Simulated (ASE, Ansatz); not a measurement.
# Convergence of a linear-scaling basis for twisted Ti2CO2 MXene alternating trilayer, 21.79° (105 atoms)

Wanted: errors and times of a linear-scaling basis for twisted Ti2CO2 MXene alternating trilayer, 21.79° (105 atoms). A setting counts as converged where the r.m.s. difference of forces stays under 1 % of the r.m.s. force.

Calculated with Ansatz 0.2.0; Kohn-Sham DFT, r2SCAN+D4, PAW (set soft_2), plane waves.

### Step 1. The starting structure

The cell holds 105 atoms: 21 C, 42 Ti and 42 O. Cell: a = 8.017 Å, b = 8.017 Å, c = 31.110 Å, α = 90.0°, β = 90.0°, γ = 120.0°. It derives from Ti2CO2 (Ti2CO2 MXene). Ti2CO2 MXene (a = 3.03 Å) under Ti2CO2 MXene (a = 3.03 Å), alternating trilayer, commensurate cell of 7 unit cells a layer, twist 21.79 deg; facing planes 2.9, 2.89 Å apart; 12 Å of vacuum; layers as built, displaced by a Gaussian of 0.01 Å. Regions: layer 1, 35 atoms (7 C, 14 Ti and 14 O); layer 2, 35 atoms (7 C, 14 Ti and 14 O); layer 3, 35 atoms (7 C, 14 Ti and 14 O). Vacuum lies along c.

Limits known from the start: Beside vacuum, support functions can miss their usual error bounds without a warning. The main run has no spin polarisation, so moments on Ti can't form in it, and no Hubbard term. Sampling is at Γ alone, for a cell whose shortest periodic width is 7 Å.

### Step 2. Plane-wave single point

This run is the reference for what follows, at a cutoff of 500 eV.

input.yaml

```yaml
crystal:
  lattice:
    - [8.0166, 0.0, 0.0]
    - [-4.0083, 6.94258, 0.0]
    - [0.0, 0.0, 31.11]
  atoms:
    - { symbol: C, position: [0.99837, 0.99918, 0.2643] }
    - { symbol: Ti, position: [0.19105, 0.23781, 0.30633] }
    - { symbol: Ti, position: [0.24001, 0.04682, 0.22285] }
    - { symbol: O, position: [0.23967, 0.05109, 0.33614] }
    - { symbol: O, position: [0.189, 0.23804, 0.19279] }
    - { symbol: C, position: [0.14022, 0.42661, 0.26448] }
    - { symbol: Ti, position: [0.33454, 0.66876, 0.30643] }
    - { symbol: Ti, position: [0.38023, 0.47581, 0.22217] }
    - { symbol: O, position: [0.38023, 0.47713, 0.335] }
    - { symbol: O, position: [0.33623, 0.66951, 0.19281] }
    - { symbol: C, position: [0.28643, 0.85817, 0.26395] }
    - { symbol: Ti, position: [0.47332, 0.09435, 0.30686] }
    - { symbol: Ti, position: [0.52312, 0.90518, 0.22194] }
    - { symbol: O, position: [0.52211, 0.90426, 0.33525] }
    - { symbol: O, position: [0.47597, 0.0971, 0.19297] }
    - { symbol: C, position: [0.42921, 0.28428, 0.26466] }
    - { symbol: Ti, position: [0.61834, 0.52481, 0.30637] }
    - { symbol: Ti, position: [0.66572, 0.33138, 0.2218] }
    - { symbol: O, position: [0.66563, 0.33278, 0.33539] }
    - { symbol: O, position: [0.61944, 0.52477, 0.19289] }
    - { symbol: C, position: [0.57175, 0.71367, 0.26452] }
    - { symbol: Ti, position: [0.76221, 0.95358, 0.30659] }
    - { symbol: Ti, position: [0.80895, 0.75879, 0.22232] }
    - { symbol: O, position: [0.80968, 0.76209, 0.33554] }
    - { symbol: O, position: [0.76487, 0.95319, 0.19287] }
    - { symbol: C, position: [0.71363, 0.14314, 0.26456] }
    - { symbol: Ti, position: [0.90626, 0.38074, 0.30657] }
    - { symbol: Ti, position: [0.95266, 0.19049, 0.22228] }
    - { symbol: O, position: [0.95502, 0.19194, 0.33583] }
    - { symbol: O, position: [0.90734, 0.38333, 0.1925] }
    - { symbol: C, position: [0.85821, 0.57103, 0.26408] }
    - { symbol: Ti, position: [0.04755, 0.80974, 0.30639] }
    - { symbol: Ti, position: [0.09622, 0.62179, 0.22239] }
    - { symbol: O, position: [0.09521, 0.61948, 0.3356] }
    - { symbol: O, position: [0.04882, 0.81178, 0.1922] }
    - { symbol: C, position: [0.14212, 0.71385, 0.4999] }
    - { symbol: Ti, position: [0.3824, 0.9047, 0.54293] }
    - { symbol: Ti, position: [0.33187, 0.66382, 0.4578] }
    - { symbol: O, position: [0.33349, 0.66832, 0.57104] }
    - { symbol: O, position: [0.38212, 0.9025, 0.42921] }
    - { symbol: C, position: [0.99934, 0.9989, 0.50058] }
    - { symbol: Ti, position: [0.23733, 0.19024, 0.54222] }
    - { symbol: Ti, position: [0.19139, 0.95273, 0.45769] }
    - { symbol: O, position: [0.19075, 0.95161, 0.57186] }
    - { symbol: O, position: [0.23667, 0.19131, 0.42862] }
    - { symbol: C, position: [0.28476, 0.4288, 0.50036] }
    - { symbol: Ti, position: [0.52567, 0.61962, 0.5417] }
    - { symbol: Ti, position: [0.47706, 0.38082, 0.45808] }
    - { symbol: O, position: [0.47533, 0.38145, 0.5716] }
    - { symbol: O, position: [0.52193, 0.6193, 0.4285] }
    - { symbol: C, position: [0.57052, 0.85502, 0.49989] }
    - { symbol: Ti, position: [0.80833, 0.04579, 0.54216] }
    - { symbol: Ti, position: [0.76106, 0.80982, 0.45823] }
    - { symbol: O, position: [0.76055, 0.80808, 0.57204] }
    - { symbol: O, position: [0.80851, 0.04555, 0.42861] }
    - { symbol: C, position: [0.42961, 0.14227, 0.50005] }
    - { symbol: Ti, position: [0.66749, 0.33665, 0.54162] }
    - { symbol: Ti, position: [0.61976, 0.09521, 0.45799] }
    - { symbol: O, position: [0.61948, 0.09585, 0.57173] }
    - { symbol: O, position: [0.66631, 0.3334, 0.42855] }
    - { symbol: C, position: [0.71372, 0.57094, 0.50059] }
    - { symbol: Ti, position: [0.95168, 0.76072, 0.54255] }
    - { symbol: Ti, position: [0.90534, 0.52391, 0.45833] }
    - { symbol: O, position: [0.90425, 0.5248, 0.57149] }
    - { symbol: O, position: [0.95198, 0.76135, 0.42934] }
    - { symbol: C, position: [0.85797, 0.28838, 0.50007] }
    - { symbol: Ti, position: [0.09585, 0.47596, 0.54258] }
    - { symbol: Ti, position: [0.04755, 0.23703, 0.45805] }
    - { symbol: O, position: [0.04583, 0.23705, 0.57171] }
    - { symbol: O, position: [0.09692, 0.47768, 0.42919] }
    - { symbol: C, position: [0.99962, 0.00044, 0.73565] }
    - { symbol: Ti, position: [0.19199, 0.23752, 0.7784] }
    - { symbol: Ti, position: [0.2399, 0.04747, 0.69388] }
    - { symbol: O, position: [0.24079, 0.05051, 0.80664] }
    - { symbol: O, position: [0.19054, 0.23831, 0.66428] }
    - { symbol: C, position: [0.14357, 0.42964, 0.7358] }
    - { symbol: Ti, position: [0.33171, 0.66587, 0.7779] }
    - { symbol: Ti, position: [0.38386, 0.47694, 0.69267] }
    [... 21 atom lines left out ...]
    - { symbol: O, position: [0.90402, 0.38122, 0.6639] }
    - { symbol: C, position: [0.85546, 0.57153, 0.73592] }
    - { symbol: Ti, position: [0.04671, 0.80911, 0.77777] }
    - { symbol: Ti, position: [0.09556, 0.61906, 0.69335] }
    - { symbol: O, position: [0.09415, 0.61875, 0.80703] }
    - { symbol: O, position: [0.04712, 0.81125, 0.66431] }
kpoints:
  mp_grid: { grid: [1, 1, 1] }
hamiltonian:
  xc: r2scan
  dispersion: d4
scf:
  occupations: { method: gaussian, width: 0.025 }
output:
  forces: true
  populations: true
  dos:
    method: { smearing: { sigma: 0.15 } }
    de: 0.1
    projected:
      site_lists:
        C: [C]
        O: [O]
        Ti: [Ti]
        layer_1: [0, 1, 2, 3, 4, 5, 6, 7, 8, 9, 10, 11, 12, 13, 14, 15, 16, 17, 18, 19, 20, 21, 22, 23, 24, 25, 26, 27, 28, 29, 30, 31, 32, 33, 34]
        layer_2: [35, 36, 37, 38, 39, 40, 41, 42, 43, 44, 45, 46, 47, 48, 49, 50, 51, 52, 53, 54, 55, 56, 57, 58, 59, 60, 61, 62, 63, 64, 65, 66, 67, 68, 69]
        layer_3: [70, 71, 72, 73, 74, 75, 76, 77, 78, 79, 80, 81, 82, 83, 84, 85, 86, 87, 88, 89, 90, 91, 92, 93, 94, 95, 96, 97, 98, 99, 100, 101, 102, 103, 104]
  eigenvalues: true
```

Launch:

```
$ ansatz run input.yaml --threads 32 --pin off --max-ram 92160MiB --backend cuda --events-out ev --progress --plain --runs-dir out --max-vram 78GiB
```

The program printed:

```text
Engine: ansatz 0.2.0, aarch64-unknown-linux-gnu
Pseudopotentials: kind: paw
Pseudopotential: C, paw, valence charge 4, recommended cutoff 500 eV (meta_gga), C.paw.azcp
Pseudopotential: Ti, paw, valence charge 12, recommended cutoff 500 eV (meta_gga), Ti.paw.azcp
Pseudopotential: O, paw, valence charge 6, recommended cutoff 500 eV (meta_gga), O.paw.azcp
[... 6 lines on functional and potentials left out ...]
device memory: the entry about to start is reckoned to put 6.1 GiB on a device that reports 145.0 GiB free (of which the cap on the GPU budget leaves the run 78.0 GiB)
GPU FFT provider: cuFFT
GPU libraries: cuBLAS 13.8.1, cuFFT 12.4.0, cuSOLVER 12.3.2
GPU matrix products: emulated (plane waves: as basis.precision tells), large ones in fixed point in workspaces of 1.00 GiB
Crystal: 105 atoms, lattice volume = 1731.455 Å³
Basis set: ecut = 500 eV, 44099 PW (Γ), exchange–correlation on 240×240×960 points (64 copies of the dense FFT grid, shifted against one another)
Bands: 525, of which v1, the nominal top of the filled ones, is band 420 counted from 1 (419 counted from 0)
Symmetry: 1 space group operations
Space group: P1 (ITA 1), of the structure as read, at distance tolerance 1.2e-4 Å
k-points: 1
[... 10 lines on functional and potentials left out ...]
Initial density: superposition of atomic densities (neutral atoms: chi_scale 0, normalization atom), corrected by the library's trained network
Initial wavefunctions: pseudopotential atomic-orbital guess
GPU buffer pool allocated for 864000 grid points (all kernels)
GPU transforms: local potential: pruned to the plane-wave sphere, on 60×60×225; band sums: pruned to the plane-wave sphere, on 60×60×240
Functional: x = r2scan, c = r2scan; τ floored in thin density (d = 2e-4 eV/Å³)
SCF iter   1: F=—  HF=-134481.272790 eV  |F-HF|=—  |Δ(HF+E_count)|=         —  Δρ=2.66e-2  dr2=1.64e1  dr2_τ=8.02e0  ethr=1.77e-3  ⟨swp⟩=7.0  Hψ=2147  notcnv=0  defer=36
preconditioner: auto → Resta (q_TF=auto, 2.418 Å⁻¹)  ε∞=5.3  [insulator: Δε(μ)=1.093 eV  Ē_g=9.622 eV  σ=0.025 eV  W_gap=1.00  n_scr=400 (ndim 8)  ℏωp=20.0 eV  f_vac=0.357  D(μ)=0.00/eV (n_scr^D=0)  ε∞_Penn≈5.3  vacuum switching on, ρ_ref=6.7e-3 e/Å³]
SCF iter   2: F=—  HF=-134481.846301 eV  |F-HF|=—  |Δ(HF+E_count)|=   5.74e-1  Δρ=1.37e-2  dr2=2.25e0  dr2_τ=8.59e-1  ethr=1.77e-3  ⟨swp⟩=3.0  Hψ=1048  notcnv=0  defer=81
SCF iter   3: F=—  HF=-134481.579392 eV  |F-HF|=—  |Δ(HF+E_count)|=   2.67e-1  Δρ=4.29e-3  dr2=4.54e-1  dr2_τ=1.42e-2  ethr=2.68e-4  ⟨swp⟩=3.0  Hψ=743  notcnv=0  defer=81
SCF iter   4: F=—  HF=-134481.613659 eV  |F-HF|=—  |Δ(HF+E_count)|=   3.43e-2  Δρ=3.07e-3  dr2=2.07e-1  dr2_τ=1.97e-2  ethr=5.40e-5  ⟨swp⟩=3.0  Hψ=933  notcnv=0  defer=81
SCF iter   5: F=—  HF=-134481.597749 eV  |F-HF|=—  |Δ(HF+E_count)|=   1.59e-2  Δρ=1.07e-3  dr2=2.56e-2  dr2_τ=1.25e-3  ethr=2.47e-5  ⟨swp⟩=3.0  Hψ=661  notcnv=0  defer=81
SCF iter   6: F=—  HF=-134481.581460 eV  |F-HF|=—  |Δ(HF+E_count)|=   1.63e-2  Δρ=4.23e-4  dr2=6.62e-3  dr2_τ=3.17e-4  ethr=3.04e-6  ⟨swp⟩=2.0  Hψ=837  notcnv=0  defer=81
SCF iter   7: F=—  HF=-134481.589089 eV  |F-HF|=—  |Δ(HF+E_count)|=   7.63e-3  Δρ=3.90e-4  dr2=4.10e-3  dr2_τ=2.33e-4  ethr=7.88e-7  ⟨swp⟩=2.0  Hψ=653  notcnv=0  defer=81
SCF iter   8: F=—  HF=-134481.594470 eV  |F-HF|=—  |Δ(HF+E_count)|=   5.38e-3  Δρ=7.94e-5  dr2=1.90e-4  dr2_τ=7.22e-6  ethr=4.88e-7  ⟨swp⟩=2.0  Hψ=633  notcnv=0  defer=81
SCF iter   9: F=—  HF=-134481.583114 eV  |F-HF|=—  |Δ(HF+E_count)|=   1.14e-2  Δρ=7.83e-5  dr2=1.63e-4  dr2_τ=1.01e-5  ethr=2.26e-8  ⟨swp⟩=3.0  Hψ=885  notcnv=0  defer=81
SCF iter  10: F=—  HF=-134481.583150 eV  |F-HF|=—  |Δ(HF+E_count)|=   3.59e-5  Δρ=1.69e-5  dr2=1.11e-5  dr2_τ=3.70e-7  ethr=1.94e-8  ⟨swp⟩=2.0  Hψ=689  notcnv=0  defer=81
SCF iter  11: F=—  HF=-134481.587770 eV  |F-HF|=—  |Δ(HF+E_count)|=   4.62e-3  Δρ=1.03e-5  dr2=3.75e-6  dr2_τ=1.79e-7  ethr=1.32e-9  ⟨swp⟩=3.0  Hψ=695  notcnv=0  defer=81
SCF iter  12: F=—  HF=-134481.587770 eV  |F-HF|=—  |Δ(HF+E_count)|=   1.75e-7  Δρ=6.24e-6  dr2=1.61e-6  dr2_τ=6.66e-8  ethr=4.47e-10  ⟨swp⟩=3.0  Hψ=683  notcnv=0  defer=81
SCF iter  13: F=—  HF=-134481.587770 eV  |F-HF|=—  |Δ(HF+E_count)|=   4.75e-8  Δρ=2.83e-6  dr2=2.43e-7  dr2_τ=1.06e-8  ethr=1.92e-10  ⟨swp⟩=3.0  Hψ=638  notcnv=0  defer=81
SCF iter  14: F=—  HF=-134481.587771 eV  |F-HF|=—  |Δ(HF+E_count)|=   5.29e-8  Δρ=1.51e-6  dr2=1.13e-7  dr2_τ=4.10e-9  ethr=1.19e-11  ⟨swp⟩=15.0  Hψ=2597  notcnv=0
SCF iter  15: F=-134481.587771 eV  HF=-134481.587771 eV  |F-HF|=4.83e-9  |Δ(HF+E_count)|=   8.67e-9  Δρ=5.74e-7  dr2=9.26e-9  dr2_τ=5.17e-10  ethr=1.19e-11  ⟨swp⟩=4.0  Hψ=1201  notcnv=0
SCF 1 converged in 15 iterations: F = -134481.587771 eV  dr2 = 9.26e-9
  greatest PAW one-centre occupation: 1.000 electrons in one spin orbital (limit 2), on the Ti atom at site 81 (counted from 0), in its partial waves of l = 1
SCF converged after 15 iterations
Free energy (F): -134481.587771 eV
Harris-Foulkes:  -134481.587771 eV  (|F-HF|=4.83e-9)
Internal energy: -134481.587771 eV  (E = F + TS)
E sigma→0 (E₀):  -134481.587771 eV
Fermi energy:    5.799442 eV
--- Per-component energies (eV) ---
  E_band       = -13082.686355
  E_kinetic    = 20718.454453
  E_local      = -633667.339490  (includes V_loc(G=0)·N_el)
  E_nonlocal   = 2663.124414
  E_hartree    = 308513.572288
  E_xc         = -8047.102253
  E_vxc        = -11485.746681  (∫ρ·V_xc dr)
  E_paw        = -53112.650524  (= ΣΔE_a)
  E_vpaw       = -9086.305817  (= ΣTr[D̂ρ^β])
  E_aug_tail   = 0.050808  (compensation charges beyond the density's cutoff)
  E_vtau       = 747.913034  (kinetic-family band-sum trace: ∫τ·v_τ [+ j·A + Jᵃ·Aᵃ] dr)
  E_ewald      = 228470.346462
  E_disp       = -7.536964  (pairwise vdW)
  E_core_change = -12.506967  (= ΣΔE_core)
  E_smearing   = -0.000000  (= −TS)
  E_closure    = 0.000000  (closes the sum)
  Σ components = -134481.587771   (vs F -134481.587771, Δ=0.00e0)
--- Forces (eV/Å), atoms counted from 1 ---
[... 105 lines of forces left out ...]
  max |Σ_I F_I| component: 1.00e-4 eV/Å
--- Band table (eV) ---
[... left out ...]
--- Löwdin populations: 105 sites ---
  site symbol       q [e]
[... 105 lines, one an atom, left out ...]
  spilling = 0.003700 (of n_electrons = 840.000000)
```

Wall time 4.4 s (1 × NVIDIA GB200 with 32 threads of Arm Neoverse V2, shared host); peak memory 1.5 GiB; 16 s of CPU time.

The column dr2 measures how far the density is from self-consistency, as an energy; F and HF (Harris–Foulkes) agree once it is small.

That memory is the host's; the program planned up to 6.1 GiB on the GPU. Forces of this run were stored rounded, and per-atom blocks of the log weren't kept.

Numbers from this run:

| Property | Result |
| --- | --- |
| free energy | -134481.5878 eV |
| free energy per atom | -1280.7770 eV/atom |
| SCF cycles | 15 |
| r.m.s. force component | 0.1711 eV/Å |
| longest force | 0.7516 eV/Å |
| Fermi energy | 5.799 eV |
| gap (highest filled to lowest empty level) | 0.7174 eV |
| spilling of the projection | 0.0037 |

Length of the force by element:

```tsv
element	coordination	atoms	mean length of the force (eV/Å)	spread	least	most
C	all	21	0.265	0.0854	0.134	0.407
O	all	42	0.254	0.112	0.0707	0.513
Ti	all	42	0.29	0.141	0.0465	0.752
```

Löwdin charges by element (they lack the spilled electrons, 0.030 e an atom on average):

```tsv
element	coordination	atoms	mean charge (e)	spread	least	most
C	all	21	-0.968	0.0031	-0.976	-0.963
O	all	42	-0.656	0.0043	-0.668	-0.645
Ti	all	42	1.21	0.0057	1.20	1.23
```

By region:

```tsv
region	atoms	mean length of the force (eV/Å)
layer 1	35	0.292
layer 2	35	0.248
layer 3	35	0.271
```

Density of states as counts of states in windows of 1 eV (from the Fermi level), total and some projections:

```tsv
from (eV)	to (eV)	total	O p	C p	C s
-18	-13	0.0	0.0	0.0	0.0
-13	-12	5.2	0.1	0.0	3.1
-12	-11	33.8	0.5	0.6	21.4
-11	-10	3.0	0.0	0.1	1.9
-10	-7	0.0	0.0	0.0	0.0
-7	-6	49.3	29.8	4.3	0.3
-6	-5	131.3	78.3	13.6	0.9
-5	-4	71.5	53.2	2.6	1.3
-4	-3	36.3	15.9	9.3	0.0
-3	-2	71.7	17.5	31.0	0.2
-2	-1	6.0	2.2	2.9	0.0
-1	0	12.0	3.5	6.3	0.0
0	1	48.2	5.2	2.1	0.0
1	2	98.5	6.3	1.9	0.1
```

Between -26 and -18 eV lie 84 more states.

About 336 of the 840 electrons lie in deeper levels, below the stored range.

Not all projections were asked for or kept, so they needn't add up to the total.

The levels nearest the highest filled one (over half full), pooled over k-points and spins:

```tsv
level less the highest filled one (eV)	occupation
-0.0903	2
-0.0834	2
-0.0635	2
-0.0472	2
-0.0363	2
0	2
0.717	0
0.721	0
0.741	0
0.755	0
0.769	0
0.793	0
```

Mean Löwdin charges: C -0.97, O -0.66, Ti +1.21 e (they miss 0.37 % of the electrons, so they add up to more than the cell's charge).

### Step 3. Structure statistics

Bonds and neighbours are counted at the geometry of the runs.

Normalised to the volume that the atoms fill. g(r), total and by pair (bins of 0.2 Å):

```tsv
r (Å)	total	O-O	O-Ti	O-C	Ti-Ti	Ti-C	C-C
1.90	2.69	0.00	8.40	0.00	0.00	0.00	0.00
2.10	2.00	0.00	0.19	0.00	0.00	12.15	0.00
2.30	0.31	0.00	0.00	0.00	0.00	1.93	0.00
2.50	0.00	0.00	0.00	0.00	0.00	0.00	0.00
2.70	0.02	0.00	0.00	0.14	0.00	0.00	0.00
2.90	1.36	0.25	0.00	8.25	0.06	0.00	0.00
3.10	3.53	7.83	0.00	0.00	10.62	0.00	14.60
3.30	0.00	0.00	0.00	0.00	0.00	0.00	0.00
3.50	0.49	0.52	1.27	0.00	0.00	0.00	0.00
3.70	1.54	0.47	2.18	0.00	0.00	4.80	0.00
3.90	0.08	0.00	0.25	0.00	0.00	0.00	0.00
4.10	0.83	0.49	0.41	3.90	0.00	0.00	0.00
4.30	0.35	0.24	0.12	0.00	1.70	0.00	0.00
4.50	0.16	0.32	0.33	0.00	0.05	0.00	0.00
4.70	2.51	1.45	6.51	0.00	0.05	1.17	0.00
4.90	0.83	0.29	0.00	0.00	0.27	4.61	0.00
5.10	1.08	0.50	0.35	5.34	0.24	0.00	0.00
5.30	1.53	2.45	0.24	0.39	5.02	0.00	4.86
5.50	0.17	0.20	0.21	0.27	0.15	0.00	0.00
5.70	0.43	1.43	0.19	0.59	0.27	0.00	0.00
5.90	0.19	0.27	0.19	0.37	0.17	0.00	0.00
6.10	0.96	1.91	0.25	0.37	1.99	0.34	3.64
6.30	1.27	0.23	3.31	0.46	0.32	0.32	0.00
6.50	1.05	1.56	0.45	0.30	0.15	3.67	0.00
6.70	0.74	0.41	0.29	3.28	0.03	0.30	0.00
6.90	0.66	0.12	0.68	0.59	1.67	0.39	0.00
7.10	1.00	0.14	2.10	0.08	0.26	1.59	0.00
7.30	0.45	0.11	0.35	1.60	0.15	0.27	0.08
```

Bonds by pair of elements; cutoffs follow the first minimum of g(r), held within bounds set by covalent radii, and pairs that aren't listed don't count as bonded:

```tsv
pair A-B	cutoff (Å)	bonds	mean length (Å)	spread (Å)	shortest (Å)	B about A	A about B
O-Ti	2.64	126	1.97	0.014	1.93	3	3
Ti-C	2.64	126	2.19	0.014	2.14	3	6
```

How many atoms have how many bonded neighbours:

```tsv
element	mean	3	6
C	6	0	21
O	3	42	0
Ti	6	0	42
```

Bond angles, per cent of each kind in bins of 5°:

```tsv
angle (°)	C-Ti-O	Ti-C-Ti	C-Ti-C	O-Ti-O	Ti-O-Ti
80–85	10.6	0.0	0.0	0.0	0.0
85–90	56.1	40.0	100.0	0.0	0.0
90–95	0.0	40.0	0.0	0.0	0.0
95–100	0.0	0.0	0.0	26.2	25.4
100–105	0.0	0.0	0.0	73.8	74.6
105–110	0.0	0.0	0.0	0.0	0.0
110–115	0.0	0.0	0.0	0.0	0.0
115–120	0.0	0.0	0.0	0.0	0.0
120–125	0.0	0.0	0.0	0.0	0.0
125–130	0.0	0.0	0.0	0.0	0.0
130–135	0.0	0.0	0.0	0.0	0.0
135–140	0.0	0.0	0.0	0.0	0.0
140–145	0.0	0.0	0.0	0.0	0.0
145–150	0.0	0.0	0.0	0.0	0.0
150–155	0.0	0.0	0.0	0.0	0.0
155–160	0.0	0.0	0.0	0.0	0.0
160–165	0.0	0.0	0.0	0.0	0.0
165–170	6.9	0.0	0.0	0.0	0.0
170–175	26.5	0.0	0.0	0.0	0.0
175–180	0.0	20.0	0.0	0.0	0.0
```

Bond angles (no mean is given where the spread exceeds 20°):

```tsv
angle	count	mean (°)	spread (°)
C-Ti-O	378	-	-
Ti-C-Ti	315	-	-
C-Ti-C	126	87.8	0.5
O-Ti-O	126	100	0.7
Ti-O-Ti	126	100	0.6
```

With the cutoffs above, all C atoms have 6, all O atoms have 3 and all Ti atoms have 6 bonded neighbours.

[end of part 1 of 2]

[Logs are printed without paths, hosts, clocks, repeated set-up lines and the standing remarks that a program may print on its own settings, such as how far it seeks lower states.]

[Hosts, paths, dates, database ids (printed as entryN), source tags and the programs' standing remarks are cut or masked in the printed files.]
